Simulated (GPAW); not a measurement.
# A 8-layer slab of Ba(100) in an electric field, part 2 of 2

Wanted: the out-of-plane polarisability of a 8-layer slab of Ba(100).

GPAW 26.7.0; GPAW, PAW setups; slab in vacuum, relaxation (the session's first sound run).

So far. Step 9 (Field on): The dipole is now 0.641 e Å, against 5.6e-4 in the run without a field.

**10. In a field**

Input file run.py:

```python
import json
import numpy as np
from ase import Atoms
from gpaw import GPAW, PW
from gpaw.external import ConstantElectricField

slab = Atoms(
    ['Ba', 'Ba', 'Ba', 'Ba', 'Ba', 'Ba', 'Ba', 'Ba'],
    positions=[
        [2.51000, 2.51000, 9.00000],
        [0.00000, 0.00000, 11.51000],
        [2.51000, 2.51000, 14.02000],
        [0.00000, 0.00000, 16.53000],
        [2.51000, 2.51000, 19.03366],
        [-0.00000, -0.00000, 21.57963],
        [2.51000, 2.51000, 24.00788],
        [0.00000, 0.00000, 26.60358]],
    cell=[[5.02, 0.0, 0.0], [0.0, 5.02, 0.0], [0.0, 0.0, 35.57]],
    pbc=[True, True, False])

slab.calc = GPAW(mode=PW(400), xc='PBE', kpts={'size': (6, 6, 1), 'gamma': True},
                 occupations={'name': 'fermi-dirac', 'width': 0.1}, nbands='160%',
                 convergence={'density': 1e-05}, maxiter=200,
                 poissonsolver={'dipolelayer': 'xy'},
                 external=ConstantElectricField(0.3, [0, 0, 1]),
                 symmetry={'tolerance': 1e-3}, txt='slab.txt')
result = {}
energy = slab.get_potential_energy()
fermi = slab.calc.get_fermi_level()
v = slab.calc.get_electrostatic_potential().mean((0, 1)) - fermi
n = slab.calc.get_pseudo_density().mean((0, 1))
L = slab.cell[2, 2]
z = np.arange(len(v)) * L / len(v)
low, high = slab.positions[:, 2].min(), slab.positions[:, 2].max()
below, above = np.interp([low - 6.8, high + 6.8], z, v)
slopes = [np.interp(x, z, np.gradient(v, z)) for x in (low - 6.8, high + 6.8)]
eps = np.array([[slab.calc.get_eigenvalues(k, s) for k in range(len(slab.calc.get_ibz_k_points()))]
                for s in range(slab.calc.get_number_of_spins())]) - fermi
top, bottom = eps[eps < 0].max(), eps[eps > 0].min()
dipole = slab.get_dipole_moment()[2]
print(f'energy {energy:.4f} eV, Fermi level {fermi:.4f} eV, dipole {dipole:.5f} e A')
print(f'potential 6.8 A off the faces, from the Fermi level: lower {below:.4f} eV, upper {above:.4f} eV')
print(f'slope of the potential there: lower {slopes[0]:.5f}, upper {slopes[1]:.5f} eV/A')
print(f'nearest levels on the mesh: {top:.4f} and {bottom:.4f} eV')
print('magnetic moment', round(slab.get_magnetic_moment(), 3))
result.update(energy=energy, fermi=fermi, dipole=dipole, below=below, above=above, slopes=slopes, edges=[top, bottom],
              z=z.tolist(), v=v.tolist(), n=n.tolist(), positions=slab.positions.tolist(),
              forces=slab.get_forces(apply_constraint=False).tolist(), moments=slab.get_magnetic_moments().tolist())
json.dump(result, open('result.json', 'w'))
```

Command:

```bash
OMP_NUM_THREADS=1 OPENBLAS_NUM_THREADS=1 python run.py
```

The log of the run:

```text
energy -14.0459 eV, Fermi level 1.8491 eV, dipole 0.96414 e A
potential 6.8 A off the faces, from the Fermi level: lower 5.8808 eV, upper -1.0416 eV
slope of the potential there: lower -0.00180, upper 0.00011 eV/A
nearest levels on the mesh: -0.0292 and 0.0447 eV
magnetic moment 0.0
```

It took 7.1 min on 1 thread of Intel Xeon 6975P-C (Granite Rapids), shared host; peak memory 0.77 GiB.

The electrostatic potential energy of an electron (without an applied field's), less the Fermi level, planar mean oscillates, so the rows of the table below give means over windows of 2.54 Å about each position, cut where the curve ends. Its maxima inside the range that stand out by 2 % of the span (Å: eV): 1.0: 5.88, 10.3: 1.60, 12.7: 0.936, 15.4: 0.114, 17.8: -0.616, 20.3: -1.21, 22.8: -2.38, 25.3: -2.59. Its minima: 9.0: -9.59, 11.5: -9.83, 14.0: -10.6, 16.5: -11.5, 19.1: -12.2, 21.6: -13.0, 24.0: -13.6, 26.6: -14.8.

Electrostatic potential energy of an electron (without an applied field's), less the Fermi level, planar mean against z; means over each step:

```csv
z (Å),"electrostatic potential energy of an electron (without an applied field's), less the Fermi level, planar mean (eV)"
1.27,5.63
3.81,5.86
6.35,5.34
8.89,-2.31
11.43,-2.98
13.97,-3.82
16.51,-4.58
19.05,-5.32
21.59,-6.14
24.13,-6.76
26.67,-7.66
29.21,-1.34
31.75,-1.04
34.29,-0.903
```

The dipole is now 0.964 e Å, against 5.6e-4 in the run without a field.

**11. The series**

The members are put on one axis.

This step: induced dipole against applied field (GPAW 26.7.0).

Dipole along the normal against field:

```csv
field (V/Å),dipole along the normal (e·Å)
-0.200,-0.640
-0.100,-0.320
-0.050,-0.159
0.000,5.6e-4
0.050,0.161
0.100,0.321
0.200,0.641
0.300,0.964
```

**12. A changed run**

One more run, with changed settings.

This step: GPAW, PAW setups; slab in vacuum (GPAW 26.7.0).

run.py, as its differences from that of step 10:

```diff
@@ -4,3 +4,2 @@
 from gpaw import GPAW, PW
-from gpaw.external import ConstantElectricField
 
@@ -22,5 +21,4 @@
                  occupations={'name': 'fermi-dirac', 'width': 0.1}, nbands='160%',
-                 convergence={'density': 1e-05}, maxiter=200,
+                 convergence={'density': 1e-05}, maxiter=100,
                  poissonsolver={'dipolelayer': 'xy'},
-                 external=ConstantElectricField(0.3, [0, 0, 1]),
                  symmetry={'tolerance': 1e-3}, txt='slab.txt')
@@ -34,4 +32,4 @@
 low, high = slab.positions[:, 2].min(), slab.positions[:, 2].max()
-below, above = np.interp([low - 6.8, high + 6.8], z, v)
-slopes = [np.interp(x, z, np.gradient(v, z)) for x in (low - 6.8, high + 6.8)]
+below, above = np.interp([low - 1.0, high + 1.0], z, v)
+slopes = [np.interp(x, z, np.gradient(v, z)) for x in (low - 1.0, high + 1.0)]
 eps = np.array([[slab.calc.get_eigenvalues(k, s) for k in range(len(slab.calc.get_ibz_k_points()))]
@@ -41,3 +39,3 @@
 print(f'energy {energy:.4f} eV, Fermi level {fermi:.4f} eV, dipole {dipole:.5f} e A')
-print(f'potential 6.8 A off the faces, from the Fermi level: lower {below:.4f} eV, upper {above:.4f} eV')
+print(f'potential 1.0 A off the faces, from the Fermi level: lower {below:.4f} eV, upper {above:.4f} eV')
 print(f'slope of the potential there: lower {slopes[0]:.5f}, upper {slopes[1]:.5f} eV/A')
```

The log of the run:

```text
energy -13.9020 eV, Fermi level 1.8700 eV, dipole 0.00056 e A
potential 1.0 A off the faces, from the Fermi level: lower -0.5805 eV, upper -0.6100 eV
slope of the potential there: lower -5.64275, upper 5.64519 eV/A
nearest levels on the mesh: -0.0292 and 0.0445 eV
magnetic moment 0.0
```

Wall time 7 min (1 thread); peak memory 0.54 GiB.

The run finished. A setting was moved off its sound value on purpose, so it serves as a test and not as the result.

The fault put into the input: the potential probed 1 A off the face (probe = 1.0).

**13. Results**

| Property | Result |
| --- | --- |
| work function, both faces | 2.36 eV |
| dipole along the normal | 5.6e-4 e Å |
| induced dipole per field | 3.21 e Å per V/Å |
| out-of-plane polarisability per area, α/(ε0 A) | 23.0 Å |

The field induces 3.21 e Å per V/Å, a polarisable thickness α/(ε0 A) of 23.0 Å beside 17.6 Å between the outermost nuclei. A perfect conductor would give the distance between its two image planes; a dielectric of thickness t gives t(1 - 1/ε). The measured value for polycrystalline Ba, which weights the faces of low work function, is 2.53 eV (as compiled in "Anisotropic work function of elemental crystals", 2019, arxiv:1902.07811); the relaxed upper face lies 0.17 eV under it with PBE. Measured work functions scatter by a tenth of an eV or more between methods. The induced dipole is linear in the field over this range. The small printed dipole stands for a step of -4.0 meV from the lower to the upper face, and the probes find -4.0 meV; values this small are near the numerical noise of both. The in-plane lattice was kept as typed, which isn't the functional's own and leaves some strain; spin-orbit coupling and temperature are left out.

[Logs are printed without paths, hosts, clocks, repeated set-up lines and the standing remarks that a program may print on its own settings, such as how far it seeks lower states.]

[Hosts, paths, dates, database ids (printed as entryN), source tags and the programs' standing remarks are cut or masked in the printed files.]
